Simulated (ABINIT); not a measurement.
Planning a run of ABINIT 10.8.3 on CsSrF3 (Pm-3m). The input:

```
acell 3*1.0 Angstrom
rprim 
  4.763247010000 0.000000000000 0.000000000000
  0.000000000000 4.763247010000 0.000000000000
  0.000000000000 0.000000000000 4.763247010000
ntypat 3
znucl 55 38 9
natom 5
typat 1 2 3 3 3
xred 
  0.000000000000 0.000000000000 0.000000000000
  0.500000000000 0.500000000000 0.500000000000
  0.000000000000 0.500000000000 0.500000000000
  0.500000000000 0.000000000000 0.500000000000
  0.500000000000 0.500000000000 0.000000000000
pp_dirpath "pseudos"
pseudos "Cs.upf, Sr.upf, F.upf"
ecut 36
nspinor 2
ngkpt 4 4 4
nshiftk 1
shiftk 0 0 0
kptopt 1
chksymbreak 0
nband 52
occopt 1
tolvrs 1e-10
nstep 60
prtwf 0
optforces 0
optstress 0
indata_prefix "in"
outdata_prefix "out"
tmpdata_prefix "tmp"
```

```sh
OMP_NUM_THREADS=1 mpirun -n 4 abinit run.abi > log
```

Q: Estimate wall time and host memory on 4 MPI ranks of Arm Neoverse V1, shared host.

It took 3.6 min; on shared hardware allow 1.8 min to 7.3 min. Peak host memory was 0.52 GiB.

[Paths, hosts, dates, memory and timing lines, banners, echoed tables and standing remarks are left out of the program output.]

[Logs are printed without paths, hosts, clocks, repeated set-up lines and the standing remarks that a program may print on its own settings, such as how far it seeks lower states.]

[Runs of the session that timed out or met a known fault of the program may be left out.]

[Hosts, paths, dates, database ids (printed as entryN), source tags and the programs' standing remarks are cut or masked in the printed files.]

[G0W0 gaps are taken among the corrected bands and points alone; a level outside them can change the order at an edge.]

[Where Ansatz stands beside ABINIT at settings called matched, ABINIT's density can come from a denser mesh and the files from another edition; pairs whose starting gaps differed by over 0.03 eV were left out, so agreement reads better than it is.]
